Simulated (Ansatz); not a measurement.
# Decaying states in the gap of Cs2CaI2F2, part 2 of 2

A new crystal, Cs2CaI2F2: structure, gap and complex bands. It is built by putting I for part of the F in the Cs2CaF4 structure of space group I4/mmm, with the volume rescaled by atomic radii. The parent structure comes from the Materials Project.

Ansatz 0.2.0; r2SCAN DFT, plane waves, PAW files (the session's first sound run).

So far. Step 2 (Cell and atoms at rest): The largest force component on a free atom ends at 0.0051 eV/Å.

The structure was built from a prototype and need not be the compound's stable phase.

## Step 3: The bulk crystal and its band edges

The energy window and the wavevectors of the next steps follow from the band edges, so these are searched first, off the mesh as well.

input.yaml reads:

```yaml
crystal:
  lattice:
    - [-3.228367701, 3.228367701, 7.0827519602]
    - [3.228367701, -3.228367701, 7.0827519602]
    - [3.228367701, 3.228367701, -7.0827519602]
  atoms:
    - { symbol: Cs, position: [0.6597244513, 0.6597244513, 0.0] }
    - { symbol: Cs, position: [0.3402755487, 0.3402755487, 0.0] }
    - { symbol: Ca, position: [0.0, 0.0, 0.0] }
    - { symbol: I, position: [0.0, 0.5, 0.5] }
    - { symbol: I, position: [0.5, 0.0, 0.5] }
    - { symbol: F, position: [0.8501082265, 0.8501082265, 0.0] }
    - { symbol: F, position: [0.1498917735, 0.1498917735, 0.0] }
kpoints:
  mp_grid: { grid: [8, 8, 8] }
  band_path: { path: [VBM, CBM], npoints: 30 }
scf:
  occupations: { method: fixed }
hamiltonian:
  xc: r2scan
output:
  eigenvalues: true
  write_potential: true
  write_density: true
  volumetric_format: npy
  elf: true
```

On the command line:

```bash
$ ansatz run input.yaml --threads 2 --pin off --max-ram 4096MiB --backend cpu --events-out ev --progress --plain --runs-dir out
```

Numbers of over 12 decimals in the logs are rounded to 6 here.

The log of the run:

```text
[...]
Crystal: 7 atoms, lattice volume = 295.276 Å³
Basis set: ecut = 500 eV, 7509 PW (Γ), exchange–correlation on 256×256×256 points (64 copies of the dense FFT grid, shifted against one another)
Bands: 46, of which v1, the nominal top of the filled ones, is band 38 counted from 1 (37 counted from 0)
Symmetry: 16 space group operations
[...]
k-points: 59 of 512
[...]
SCF iter   1: F=—  HF=-29880.883174 eV  |F-HF|=—  |Δ(HF+E_count)|=         —  Δρ=4.98e-3  dr2=7.77e-2  dr2_τ=6.80e-2  ethr=1.77e-3  ⟨swp⟩=7.0  Hψ=10751  notcnv=0  defer=324
[...]
SCF iter   7: F=-29881.006527 eV  HF=-29881.006527 eV  |F-HF|=1.37e-7  |Δ(HF+E_count)|=   1.37e-6  Δρ=3.54e-6  dr2=7.15e-8  dr2_τ=1.47e-9  ethr=1.32e-10  ⟨swp⟩=20.5  Hψ=17609  notcnv=0
SCF 1 converged in 7 iterations: F = -29881.006527 eV  dr2 = 7.15e-8
[...]
NSCF: frozen V_eff on 30 k-points
[...]
SCF converged after 7 iterations
Free energy (F): -29881.006527 eV
[...]
Internal energy: -29881.006527 eV  (E = F + TS)
E sigma→0 (E₀):  -29881.006527 eV
Fermi energy:    1.469107 eV
[...]
--- Band table (eV; the first three rows and the last of 59) ---
  k-point 0: bands = [... 34 lower, 0.9363, 1.0828, 1.3468, 1.3468, 5.9604, 6.6156, 7.4915, 7.8513, ... 4 higher]
  k-point 1: bands = [... 34 lower, 0.9879, 1.1035, 1.1188, 1.3270, 6.1819, 6.8464, 7.7591, 7.9880, ... 4 higher]
  k-point 2: bands = [... 34 lower, 0.7941, 1.1066, 1.1499, 1.3104, 6.7129, 7.3206, 7.8849, 8.0749, ... 4 higher]
  k-point 58: bands = [... 34 lower, 0.8048, 1.1297, 1.3695, 1.3695, 6.7297, 7.1341, 7.1784, 7.3537, ... 4 higher]
```

Run time: 37 s. Hardware: 2 threads of AMD EPYC 9R45, shared host; peak memory 1.9 GiB; 72 s of CPU time.

This step gave:

* Fermi energy: 1.469 eV
* gap on the k-mesh: 4.491 eV
* gap on path: 4.491 eV, by band count; negative where bands overlap
* direct gap on path: 4.614 eV
* edge places on path: 0, 0.6882 1/A along the path

Electronic bands along the path, in eV, zero at the Fermi level (highest filled level under fixed occupations); v1 is the highest filled band, c1 the lowest empty one:

```tsv
point	v4	v3	v2	v1	c1	c2	c3	c4
VBM	-0.58	-0.26	-0.20	0.00	5.78	6.08	6.67	6.69
halfway	-0.68	-0.36	-0.32	-0.16	5.24	5.85	6.42	6.61
CBM	-0.53	-0.39	-0.12	-0.12	4.49	5.15	6.02	6.38
```

Electrostatic potential energy in the ab plane of the cell as run, not the conventional one, at fractional z = 0.000, with atoms of Cs and Ca and F within 0.2 Å of it. With pseudopotentials it is smooth inside the atoms' cores, unlike the true potential.

Ten even steps from '0' (-37 eV) to '9' (9 eV), each cell a mean:
```
002789999999999999999730
113789999999999999844773
656789999999999999710277
888889999999888899810049
999999999998865678961149
999999999998743346898789
999999999998633333689999
999999999998733443479999
999999999999853343368999
999999999999874333358999
999999899999987533468999
999988778899998876788999
999886545789999988889999
999874333478999999999999
999974333347899999999999
999985344335899999999999
999997434334799999999999
999998643335789999999999
994369875446899999999999
981006998778899999998888
883003999988999999998777
477314999999999999998632
037889999999999999998510
004899999999999999998610
```
Columns run along a (8.4 Å; values clipped at the 3rd and 97th percentile), rows up along b (8.4 Å). Atoms in or near the plane, at fractional coordinates: Cs at (0.66, 0.66), Cs at (0.34, 0.34), Ca at (0.00, 0.00), F at (0.85, 0.85), F at (0.15, 0.15).

ELF in the ab plane of the cell as run, not the conventional one, at fractional z = 0.000, with atoms of Cs and Ca and F within 0.2 Å of it. It is the smooth field of the valence electrons, not physical close to the nuclei.

Values, 13 rows by 16 columns, each cell a mean:
```
0.83 0.81 0.25 0.05 0.07 0.03 0.00 0.01 0.03 0.02 0.08 0.43 0.69 0.63 0.33 0.68
0.37 0.42 0.11 0.01 0.02 0.01 0.01 0.15 0.46 0.44 0.15 0.29 0.77 0.65 0.70 0.35
0.17 0.02 0.02 0.03 0.03 0.02 0.02 0.37 0.80 0.88 0.78 0.37 0.38 0.74 0.77 0.69
0.17 0.02 0.02 0.03 0.03 0.02 0.02 0.37 0.85 0.72 0.44 0.73 0.51 0.23 0.49 0.48
0.04 0.01 0.01 0.01 0.02 0.02 0.01 0.18 0.77 0.77 0.17 0.32 0.86 0.51 0.07 0.09
0.00 0.01 0.09 0.19 0.19 0.11 0.03 0.03 0.37 0.82 0.82 0.77 0.88 0.78 0.28 0.01
0.00 0.12 0.55 0.78 0.82 0.78 0.56 0.16 0.02 0.21 0.51 0.67 0.68 0.53 0.19 0.01
0.01 0.07 0.58 0.89 0.73 0.58 0.85 0.73 0.17 0.01 0.02 0.05 0.07 0.04 0.01 0.00
0.16 0.15 0.16 0.72 0.65 0.08 0.42 0.87 0.50 0.03 0.02 0.02 0.02 0.01 0.01 0.03
0.48 0.67 0.54 0.25 0.64 0.73 0.73 0.87 0.64 0.07 0.02 0.03 0.03 0.02 0.01 0.08
0.43 0.77 0.66 0.71 0.25 0.45 0.79 0.80 0.52 0.06 0.01 0.02 0.03 0.02 0.04 0.06
0.39 0.49 0.70 0.78 0.58 0.11 0.16 0.31 0.16 0.01 0.01 0.01 0.01 0.06 0.50 0.67
0.81 0.54 0.31 0.58 0.47 0.17 0.01 0.01 0.00 0.00 0.03 0.13 0.18 0.10 0.62 0.83
```
Columns run along a (8.4 Å), rows up along b (8.4 Å). Atoms in or near the plane, at fractional coordinates: Cs at (0.66, 0.66), Cs at (0.34, 0.34), Ca at (0.00, 0.00), F at (0.85, 0.85), F at (0.15, 0.15).

Valence density in the ab plane of the cell as run, not the conventional one, at fractional z = 0.000, with atoms of Cs and Ca and F within 0.2 Å of it. It is the smooth field of the valence electrons, not physical close to the nuclei.

Ten steps, logarithmic in the rise over the least value, from '0' (0 e/Å³) to '9' (12 e/Å³), each cell a mean:
```
876210000000000001233357
665200000000000002466435
343100000000000002589743
111000000000111111489963
100000000001233322258863
100000000001344443224542
000000000001344444321221
000000000001344224421000
000000000000244324431000
000000000000124444431000
000000100000012444431000
000012222100001233321000
000123443210000011110000
000124454431000000000000
000124443442100000000000
000024430343200000000000
011113443454200000000000
123322344444210000000000
246753234443200000000000
248985212222100000000001
237997310111000000000122
534786310000000000001356
763344210000000000001467
875222100000000000111368
```
Columns run along a (8.4 Å), rows up along b (8.4 Å). Atoms in or near the plane, at fractional coordinates: Cs at (0.66, 0.66), Cs at (0.34, 0.34), Ca at (0.00, 0.00), F at (0.85, 0.85), F at (0.15, 0.15).

The searched edges give 4.49 eV, as on the mesh.

## Step 4: Complex bands

This step: r2SCAN DFT, plane waves, PAW files; complex bands by layer matching along the plane's normal (Ansatz 0.2.0).

The same crystal is laid in a cell whose first two vectors span the (001) plane (indices of the standard conventional cell, whose axes can be ordered otherwise than in the bulk input). At fixed energy and wavevector in the plane the solver finds all kz, real and complex. A few wavevectors are listed, (0, 0), (-0.5, -0.5) and (0.5, 0) in units of the plane's reciprocal vectors; the slowest state needn't be among them.

input.yaml reads:

```yaml
crystal:
  lattice:
    - [6.456735402, 0.0, 0.0]
    - [0.0, 6.456735402, 0.0]
    - [3.228367701, 3.228367701, 7.08275196]
  atoms:
    - { symbol: Cs, position: [0.3402755487, 0.3402755487, 0.3194489026] }
    - { symbol: Cs, position: [0.6597244513, 0.6597244513, 0.6805510974] }
    - { symbol: Ca, position: [0.0, 0.0, 0.0] }
    - { symbol: I, position: [0.5, 0.0, 0.0] }
    - { symbol: I, position: [0.0, 0.5, 0.0] }
    - { symbol: F, position: [0.1498917735, 0.1498917735, 0.700216453] }
    - { symbol: F, position: [0.8501082265, 0.8501082265, 0.299783547] }
kpoints:
  mp_grid: { grid: [4, 4, 4] }
scf:
  occupations: { method: fixed }
hamiltonian:
  xc: r2scan
output:
  eigenvalues: true
  transmission:
    leads: [[0, 0]]
    kpoints: [[0.0, 0.0], [-0.5, -0.5], [0.5, 0.0]]
    e_range: [-1.0, 5.49]
    de: 0.16
```

The log of the run:

```text
[...]
Crystal: 7 atoms, lattice volume = 295.276 Å³
Basis set: ecut = 500 eV, 7509 PW (Γ), exchange–correlation on 192×192×256 points (64 copies of the dense FFT grid, shifted against one another)
Bands: 46, of which v1, the nominal top of the filled ones, is band 38 counted from 1 (37 counted from 0)
Symmetry: 16 space group operations
[...]
k-points: 13 of 64
[...]
SCF iter   1: F=—  HF=-29880.883134 eV  |F-HF|=—  |Δ(HF+E_count)|=         —  Δρ=4.97e-3  dr2=7.75e-2  dr2_τ=6.79e-2  ethr=1.77e-3  ⟨swp⟩=6.9  Hψ=2371  notcnv=0  defer=72
[...]
SCF iter   7: F=-29881.006500 eV  HF=-29881.006499 eV  |F-HF|=1.39e-7  |Δ(HF+E_count)|=   1.35e-6  Δρ=3.51e-6  dr2=7.15e-8  dr2_τ=1.38e-9  ethr=1.32e-10  ⟨swp⟩=18.8  Hψ=4120  notcnv=0
SCF 1 converged in 7 iterations: F = -29881.006500 eV  dr2 = 7.15e-8
[...]
transmission: 11 of 33 steps passed
transmission: 22 of 33 steps passed
transmission: 33 of 33 steps passed
SCF converged after 7 iterations
Free energy (F): -29881.006500 eV
[...]
Internal energy: -29881.006500 eV  (E = F + TS)
E sigma→0 (E₀):  -29881.006500 eV
Fermi energy:    1.469131 eV
[...]
--- Band table (eV; the first three rows and the last of 13) ---
  k-point 0: bands = [... 34 lower, 0.9364, 1.0828, 1.3468, 1.3468, 5.9604, 6.6156, 7.4915, 7.8513, ... 4 higher]
  k-point 1: bands = [... 34 lower, 0.8664, 1.1060, 1.3581, 1.3581, 6.3490, 6.6691, 7.4746, 7.7063, ... 4 higher]
  k-point 2: bands = [... 34 lower, 0.8048, 1.1297, 1.3696, 1.3696, 6.7297, 7.1341, 7.1784, 7.3537, ... 4 higher]
  k-point 12: bands = [... 34 lower, 0.8885, 1.2372, 1.2372, 1.4691, 7.3816, 7.7330, 7.7637, 7.7637, ... 4 higher]
--- Transmission ---
  basis      : 437 plane waves across, 11 finite elements along
  points     : 3, as listed
  energies   : 41 from -1.000000 to 5.400000 eV about the Fermi level, 0.160000 eV apart; the leads are filled to 2.245647 eV, and channels, transmission and decay are at 2.200000 eV
  crystal 0  : Cs2F2Ca1I2, at the sites [0, 0], period 7.0828 Å: whole cells are its period
    offset         : up to 0.0000 Å between an atom of the period and one for which it stands
    channels       : 0.000000e0 a spin
    conductance    : none, the energies end too early or step too widely for 300 K: set another output.transmission.e_range or a lower de, or, where they end at an eighth of basis.ecutwfc, a higher one
    slowest decay  : 0.4152 /Å at (0.0000, 0.0000)
```

Elapsed: 90 s, on 2 threads; peak memory 2.8 GiB.

Numbers from this step:

```yaml
level_to_which_the_leads_are_filled: 2.246 eV from the Fermi level
decay_constant_at_the_filling_level_zone_centre: 0.4152 Å⁻¹
decay_constant_at_the_filling_level_slowest_listed_point: 0.4152 Å⁻¹
```

K parallel (0, 0); values up to 1.5 1/Å, a degenerate pair printed once or twice; energies at which all values exceed this have no row. Im kz of the slowest decaying states against energy, zero at the highest filled level on the SCF mesh:

```tsv
energy (eV)	decay 1 (Å⁻¹)	decay 2 (Å⁻¹)	decay 3 (Å⁻¹)	decay 4 (Å⁻¹)
-1.00	0.178	0.332	0.385	0.396
-0.68	0.103	0.337	0.361	0.461
-0.36	0.249	0.398	0.499	0.506
-0.04	0.341	0.350	0.422	0.447
0.28	0.381	0.440	0.522	0.550
0.60	0.404	0.453	0.556	0.557
0.92	0.418	0.463	0.559	0.573
1.24	0.425	0.469	0.557	0.580
1.56	0.427	0.474	0.553	0.580
1.88	0.424	0.475	0.546	0.575
2.20	0.415	0.475	0.538	0.566
2.52	0.401	0.473	0.529	0.553
2.84	0.380	0.469	0.519	0.537
3.16	0.353	0.463	0.510	0.518
3.48	0.317	0.454	0.495	0.499
3.80	0.269	0.444	0.469	0.488
4.12	0.202	0.431	0.438	0.476
4.44	0.0772	0.403	0.415	0.461
4.76	0.361	0.395	0.444	0.450
5.08	0.215	0.310	0.370	0.424
5.40	0.240	0.245	0.337	0.397
```

K parallel (-0.5, -0.5); values up to 1.5 1/Å, a degenerate pair printed once or twice; energies at which all values exceed this have no row. Im kz of the slowest decaying states against energy, zero at the highest filled level on the SCF mesh:

```tsv
energy (eV)	decay 1 (Å⁻¹)	decay 2 (Å⁻¹)	decay 3 (Å⁻¹)	decay 4 (Å⁻¹)
-1.00	0.482	0.828	0.914	1.03
-0.52	0.328	0.400	0.816	0.838
-0.04	0.377	0.444	0.754	0.833
0.44	0.552	0.573	0.764	0.821
0.76	0.630	0.661	0.813	0.964
1.24	0.658	0.673	0.802	0.981
1.72	0.590	0.685	0.707	0.791
2.20	0.569	0.680	0.698	0.779
2.68	0.556	0.662	0.672	0.764
3.16	0.544	0.634	0.634	0.747
3.64	0.531	0.586	0.597	0.726
3.96	0.522	0.547	0.567	0.710
4.44	0.482	0.503	0.512	0.682
4.92	0.395	0.444	0.485	0.649
5.40	0.272	0.353	0.461	0.608
```

K parallel (0.5, 0); values up to 1.5 1/Å, a degenerate pair printed once or twice; energies at which all values exceed this have no row. The Im kz of the slowest decaying states by energy, zero at the highest filled level on the SCF mesh:

```tsv
energy (eV)	decay 1 (Å⁻¹)	decay 2 (Å⁻¹)	decay 3 (Å⁻¹)	decay 4 (Å⁻¹)
-1.00	0.267	0.456	0.476	0.878
-0.52	0.124	0.253	0.331	0.880
-0.04	0.433	0.445	0.540	0.852
0.44	0.543	0.628	0.697	0.817
0.76	0.545	0.623	0.664	0.815
1.24	0.531	0.621	0.700	0.809
1.72	0.524	0.617	0.721	0.801
2.20	0.517	0.603	0.734	0.790
2.68	0.508	0.581	0.740	0.777
3.16	0.495	0.554	0.739	0.760
3.64	0.470	0.524	0.733	0.740
3.96	0.445	0.507	0.724	0.727
4.44	0.388	0.483	0.698	0.701
4.92	0.304	0.459	0.649	0.667
5.40	0.149	0.430	0.589	0.631
```

At the listed wavevectors the last open channel is at -0.36 eV and the next at +4.60 eV on the grid, wider than the gap, since narrow bands can fall between grid energies. At +2.20 eV, the grid energy nearest the filling level (the middle of the gap on the SCF mesh), the slowest state at the listed wavevectors decays with κ = 0.415 Å⁻¹, its amplitude falling by e over 2.4 Å. Through 1 nm of this crystal that state's transmission falls by exp(−2 × 0.415 Å⁻¹ × 10 Å) = 2.5e-4.

## Step 5: Decay over the two-dimensional zone

The listed points could miss the slowest state, so one energy near mid-gap is solved on a mesh of 8×8.

Edit input.yaml of step 4 so:

```diff
@@ -21,6 +21,2 @@
   eigenvalues: true
-  transmission:
-    leads: [[0, 0]]
-    kpoints: [[0.0, 0.0], [-0.5, -0.5], [0.5, 0.0]]
-    e_range: [-1.0, 5.49]
-    de: 0.16
+  transmission: { leads: [[0, 0]], kmesh: [8, 8], e_range: [2.25, 2.26], de: 0.05 }
```

The log of the run:

```text
[...]
Crystal: 7 atoms, lattice volume = 295.276 Å³
Basis set: ecut = 500 eV, 7509 PW (Γ), exchange–correlation on 192×192×256 points (64 copies of the dense FFT grid, shifted against one another)
Bands: 46, of which v1, the nominal top of the filled ones, is band 38 counted from 1 (37 counted from 0)
Symmetry: 16 space group operations
[...]
k-points: 13 of 64
[...]
SCF iter   1: F=—  HF=-29880.883134 eV  |F-HF|=—  |Δ(HF+E_count)|=         —  Δρ=4.97e-3  dr2=7.75e-2  dr2_τ=6.79e-2  ethr=1.77e-3  ⟨swp⟩=6.9  Hψ=2371  notcnv=0  defer=72
[...]
SCF iter   7: F=-29881.006500 eV  HF=-29881.006499 eV  |F-HF|=1.39e-7  |Δ(HF+E_count)|=   1.35e-6  Δρ=3.51e-6  dr2=7.15e-8  dr2_τ=1.38e-9  ethr=1.32e-10  ⟨swp⟩=18.8  Hψ=4120  notcnv=0
SCF 1 converged in 7 iterations: F = -29881.006500 eV  dr2 = 7.15e-8
[...]
transmission: 40 of 150 steps passed
transmission: 80 of 150 steps passed
transmission: 120 of 150 steps passed
transmission: 150 of 150 steps passed
SCF converged after 7 iterations
Free energy (F): -29881.006500 eV
[...]
Internal energy: -29881.006500 eV  (E = F + TS)
E sigma→0 (E₀):  -29881.006500 eV
Fermi energy:    1.469131 eV
[...]
--- Band table (eV; the first three rows and the last of 13) ---
  k-point 0: bands = [... 34 lower, 0.9364, 1.0828, 1.3468, 1.3468, 5.9604, 6.6156, 7.4915, 7.8513, ... 4 higher]
  k-point 1: bands = [... 34 lower, 0.8664, 1.1060, 1.3581, 1.3581, 6.3490, 6.6691, 7.4746, 7.7063, ... 4 higher]
  k-point 2: bands = [... 34 lower, 0.8048, 1.1297, 1.3696, 1.3696, 6.7297, 7.1341, 7.1784, 7.3537, ... 4 higher]
  k-point 12: bands = [... 34 lower, 0.8885, 1.2372, 1.2372, 1.4691, 7.3816, 7.7330, 7.7637, 7.7637, ... 4 higher]
--- Transmission ---
  basis      : 437 plane waves across, 10 finite elements along
  points     : 15, standing for a mesh of 8 x 8
  energies   : 1 from 2.250000 to 2.250000 eV about the Fermi level; the leads are filled to 2.245647 eV, and channels, transmission and decay are at 2.250000 eV
[...]
channels       : 0.000000e0 a spin
    conductance    : none, crystal 0 has no channel at the energies, or these end too early or step too widely for 300 K: set another output.transmission.e_range or a lower de, or, where they end at an eighth of basis.ecutwfc, a higher one
    slowest decay  : 0.4134 /Å at (0.0000, 0.0000)
```

Run time: 53 s. Hardware: 2 threads; peak memory 2.9 GiB; 1.8 min of CPU time.

Numbers from this step:

```
least decay constant on the mesh : 0.4134 Å⁻¹
```

Slowest decay constant (1/Å; 0 where a channel is open) over k1 and k2. At 2.2500 eV from the Fermi level.

Ten even steps from '_' (0.413) to '@' (0.568):
```
@@%%##******##%%
%%##**==--==**##
##**==::..::==**
****--..__..--**
##**==::..::==**
%%##**==--==**##
@@%%##******##%%
@@@@%%##**##%%@@
```
Columns: k1 (b1) from -0.5 to 0.375; rows upwards: k2 (b2) from -0.5 to 0.375.

The least value on the mesh is 0.413 Å⁻¹ at +2.25 eV. At that energy the listed points give about 0.413 Å⁻¹ by interpolation, so the mesh holds no clearly slower state.

## Step 6: Results

| Quantity | Value |
| --- | --- |
| band gap | 4.49 eV |
| least decay constant at mid-gap, normal to (001) | 0.415 Å⁻¹ |
| least decay constant on a mesh, normal to (001) | 0.413 Å⁻¹ |

With r2SCAN, the slowest decay at the wavevectors tried is κ = 0.415 Å⁻¹, normal to (001). Through such a film the transmission near mid-gap falls as exp(−2κd), a factor of ten every 2.8 Å. A free electron under a barrier of half the gap would need a mass of 0.29 mₑ to decay at this rate. The compound is made up by substitution; its stability against other phases and against distortions of the cell's symmetry was not tested. r2SCAN still narrows gaps, if less than LDA and GGA do, while spin-orbit coupling, left out here, narrows them in compounds of heavy elements, so the error in κ can go either way.

[Logs are printed without paths, hosts, clocks, repeated set-up lines and the standing remarks that a program may print on its own settings, such as how far it seeks lower states.]

[Hosts, paths, dates, database ids (printed as entryN), source tags and the programs' standing remarks are cut or masked in the printed files.]
